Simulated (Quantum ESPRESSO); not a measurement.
# Ruthenium (P6_3/mmc): from the cell to the phonon bands, part 4 of 4

How does Ruthenium (P6_3/mmc) vibrate, and is this structure a minimum?

Quantum ESPRESSO 7.5; DFT PBE, scalar-relativistic, plane waves, GBRV ultrasoft pseudopotentials.

So far, highest frequency (cm⁻¹): step 9 (interpolated phonon bands) 265.

## Step 13: Check by a frozen phonon

The atoms are moved along one mode, by 0.015 Å at most in any Cartesian component, and the restoring forces give its frequency without the response code: a check of the response kernel of this functional.

The input, frozen.in:

```
 &control
    calculation='scf',
    prefix='x',
    outdir='./tmp',
    pseudo_dir='./pseudo',
    tprnfor=.true.,
 /
 &system
    ibrav=4,
    celldm(1)=5.1379935,
    celldm(3)=1.57863252,
    nat=2,
    ntyp=1,
    ecutwfc=40.0,
    ecutrho=240.0,
    occupations='smearing',
    smearing='mv',
    degauss=0.02,
 /
 &electrons
    conv_thr=1.0d-11,
    mixing_beta=0.7,
    electron_maxstep=100,
 /
ATOMIC_SPECIES
 Ru    101.0700  Ru.upf
ATOMIC_POSITIONS crystal
 Ru     0.339836224   0.668638611   0.250000000
 Ru     0.660163776   0.331361389   0.750000000
K_POINTS automatic
 15 15 8 0 0 0
```

Run with:

```bash
$ OMP_NUM_THREADS=1 mpirun -n 8 pw.x -nk 8 -in frozen.in > frozen.out
```

What it wrote:

```text
[banner, memory and clock lines left out]
Program PWSCF v.7.5

     G-vector sticks info

     bravais-lattice index     =            4
     lattice parameter (alat)  =       5.1380  a.u.
     unit-cell volume          =     185.4353 (a.u.)^3
     number of atoms/cell      =            2
     number of atomic types    =            1
     number of electrons       =        32.00
     number of Kohn-Sham states=           20
     kinetic-energy cutoff     =      40.0000  Ry
     charge density cutoff     =     240.0000  Ry
     scf convergence threshold =      1.0E-11
     mixing beta               =       0.7000
     number of iterations used =            8  plain     mixing
     Exchange-correlation= SLA  PW   PBE  PBE
                           (   1   4   3   4   0   0   0)

     celldm(1)=   5.137994  celldm(2)=   0.000000  celldm(3)=   1.578633
     celldm(4)=   0.000000  celldm(5)=   0.000000  celldm(6)=   0.000000

     crystal axes: (cart. coord. in units of alat)
               a(1) = (   1.000000   0.000000   0.000000 )
               a(2) = (  -0.500000   0.866025   0.000000 )
               a(3) = (   0.000000   0.000000   1.578633 )

     reciprocal axes: (cart. coord. in units 2 pi/alat)
               b(1) = (  1.000000  0.577350 -0.000000 )
               b(2) = (  0.000000  1.154701  0.000000 )
               b(3) = (  0.000000 -0.000000  0.633460 )

     PseudoPot. # 1 for Ru read from file:
     ./pseudo/Ru.upf
     Pseudo is Ultrasoft + core correction, Zval = 16.0
     Using radial grid of  967 points,  6 beta functions with:
                l(1) =   0
                l(2) =   0
                l(3) =   1
                l(4) =   1
                l(5) =   2
                l(6) =   2
     Q(r) pseudized with  8 coefficients,  rinner =    1.300   1.300   1.300
                                                       1.300   1.300

     atomic species   valence    mass     pseudopotential
     Ru               16.00   101.07000     Ru( 1.00)

      4 Sym. Ops., with inversion, found ( 2 have fractional translation)

   Cartesian axes

     site n.     atom                  positions (alat units)
         1        Ru     tau(   1) = (   0.0055169   0.5790580   0.3946581  )
         2        Ru     tau(   2) = (   0.4944831   0.2869674   1.1839744  )

     number of k points=   565  Marzari-Vanderbilt smearing, width (Ry)=  0.0200

     Number of k-points >= 100: set verbosity='high' to print them.

     Dense  grid:    11655 G-vectors     FFT dimensions: (  25,  25,  40)

     Smooth grid:     6351 G-vectors     FFT dimensions: (  24,  24,  36)

     Initial potential from superposition of free atoms

     starting charge      30.0000, renormalised to      32.0000

     negative rho (up, down):  1.573E-01 0.000E+00
     Starting wfcs are   26 randomized atomic wfcs

     per-process dynamical memory:    30.3 Mb

     Self-consistent Calculation

     iteration #  1     ecut=    40.00 Ry     beta= 0.70
     Davidson diagonalization with overlap
     ethr =  1.00E-02,  avg # of iterations =  2.0

     negative rho (up, down):  1.539E-01 0.000E+00

     total energy              =    -387.65641822 Ry
     estimated scf accuracy    <       2.41542155 Ry

     iteration #  2     ecut=    40.00 Ry     beta= 0.70
     Davidson diagonalization with overlap
     ethr =  7.55E-03,  avg # of iterations =  2.0

     negative rho (up, down):  1.554E-01 0.000E+00

     total energy              =    -388.35899211 Ry
     estimated scf accuracy    <       0.73560781 Ry

     iteration #  3     ecut=    40.00 Ry     beta= 0.70
     Davidson diagonalization with overlap
     ethr =  2.30E-03,  avg # of iterations =  2.0

     negative rho (up, down):  1.543E-01 0.000E+00

     total energy              =    -388.51719309 Ry
     estimated scf accuracy    <       0.00086419 Ry

     iteration #  4     ecut=    40.00 Ry     beta= 0.70
     Davidson diagonalization with overlap
     ethr =  2.70E-06,  avg # of iterations =  3.1

     negative rho (up, down):  1.543E-01 0.000E+00

     total energy              =    -388.51753974 Ry
     estimated scf accuracy    <       0.00001226 Ry

     iteration #  5     ecut=    40.00 Ry     beta= 0.70
     Davidson diagonalization with overlap
     ethr =  3.83E-08,  avg # of iterations =  3.8

     negative rho (up, down):  1.544E-01 0.000E+00

     total energy              =    -388.51754195 Ry
     estimated scf accuracy    <       0.00000243 Ry

     iteration #  6     ecut=    40.00 Ry     beta= 0.70
     Davidson diagonalization with overlap
     ethr =  7.60E-09,  avg # of iterations =  2.0

     negative rho (up, down):  1.544E-01 0.000E+00

     total energy              =    -388.51754274 Ry
     estimated scf accuracy    <       0.00000034 Ry

     iteration #  7     ecut=    40.00 Ry     beta= 0.70
     Davidson diagonalization with overlap
     ethr =  1.07E-09,  avg # of iterations =  1.8

     negative rho (up, down):  1.544E-01 0.000E+00

     total energy              =    -388.51754275 Ry
     estimated scf accuracy    <       0.00000004 Ry

     iteration #  8     ecut=    40.00 Ry     beta= 0.70
     Davidson diagonalization with overlap
     ethr =  1.20E-10,  avg # of iterations =  2.0

     negative rho (up, down):  1.544E-01 0.000E+00

     total energy              =    -388.51754276 Ry
     estimated scf accuracy    <          1.1E-09 Ry

     iteration #  9     ecut=    40.00 Ry     beta= 0.70
     Davidson diagonalization with overlap
     ethr =  3.54E-12,  avg # of iterations =  2.1

     negative rho (up, down):  1.544E-01 0.000E+00

     total energy              =    -388.51754276 Ry
     estimated scf accuracy    <          6.5E-11 Ry

     iteration # 10     ecut=    40.00 Ry     beta= 0.70
     Davidson diagonalization with overlap
     ethr =  2.03E-13,  avg # of iterations =  2.6

     negative rho (up, down):  1.544E-01 0.000E+00

     End of self-consistent calculation

     Number of k-points >= 100: set verbosity='high' to print the bands.

     the Fermi energy is    23.4225 ev

!    total energy              =    -388.51754276 Ry
     estimated scf accuracy    <          3.2E-12 Ry
     smearing contrib. (-TS)   =       0.00014609 Ry
     internal energy E=F+TS    =    -388.51768885 Ry

     The total energy is F=E-TS. E is the sum of the following terms:
     one-electron contribution =     -66.91540504 Ry
     hartree contribution      =      56.93098578 Ry
     xc contribution           =     -51.87504745 Ry
     ewald contribution        =    -326.65822214 Ry

     convergence has been achieved in  10 iterations

     negative rho (up, down):  1.544E-01 0.000E+00

     Forces acting on atoms (cartesian axes, Ry/au):

     atom    1 type  1   force =    -0.00808939   -0.00257303    0.00000000
     atom    2 type  1   force =     0.00808939    0.00257303    0.00000000

     Total force =     0.012005     Total SCF correction =     0.000000

     XML data file, charge density, pseudopotentials, collected wavefunctions
```

Run time: 21 s. Hardware: 8 MPI ranks of Arm Neoverse V1, shared host; 2.8 min of CPU time.

This step gave:

* frequency from the forces: 193.4 cm⁻¹
* frequency from linear response: 192.3 cm⁻¹

The forces give 193.4 cm⁻¹ against 192.3 cm⁻¹ from linear response after the sum rule.

## Step 14: Results

| Item | Value |
| --- | --- |
| space group after relaxation | P6_3/mmc |
| volume per atom | 13.7 Å³ |
| highest optical zone-centre mode (no LO-TO term) | 258.1 cm⁻¹ |
| lowest optical zone-centre mode | 192.3 cm⁻¹ |
| q mesh | 3×3×2 |
| lowest mode on the q mesh (acoustic ones at the zone centre apart) | 135.7 cm⁻¹ |
| zero-point energy per atom | 36.0 meV |
| heat capacity at 300 K | 23.2 J/(mol atoms K) |
| vibrational entropy at 300 K | 28.4 J/(mol atoms K) |
| imaginary modes on the q mesh | none |

What this shows: Ruthenium (P6_3/mmc) is dynamically stable on the 3×3×2 mesh; its spectrum reaches 265 cm⁻¹. At the PBE level the optical modes of Ruthenium (P6_3/mmc) at the zone centre run from 192 to 258 cm⁻¹. Along axes with an odd number of divisions the mesh misses the zone-boundary points at one half, where instabilities often lie; those are only interpolated. These are harmonic frequencies at zero temperature: anharmonic shifts and linewidths and thermal expansion are left out. In a metal the frequencies hang on the k mesh and the smearing, most of all near Kohn anomalies. The λ that matdyn.x prints is not taken as a result: on such q meshes it can be far off, most of all in cells of several atoms. The q mesh stands for a supercell only 8.2 Å across, so branches between the solved wavevectors are rough.

[Host names and launcher messages were left out of these logs when they were recorded.]

[Logs are printed without paths, hosts, clocks, repeated set-up lines and the standing remarks that a program may print on its own settings, such as how far it seeks lower states.]

[Hosts, paths, dates, database ids (printed as entryN), source tags and the programs' standing remarks are cut or masked in the printed files.]
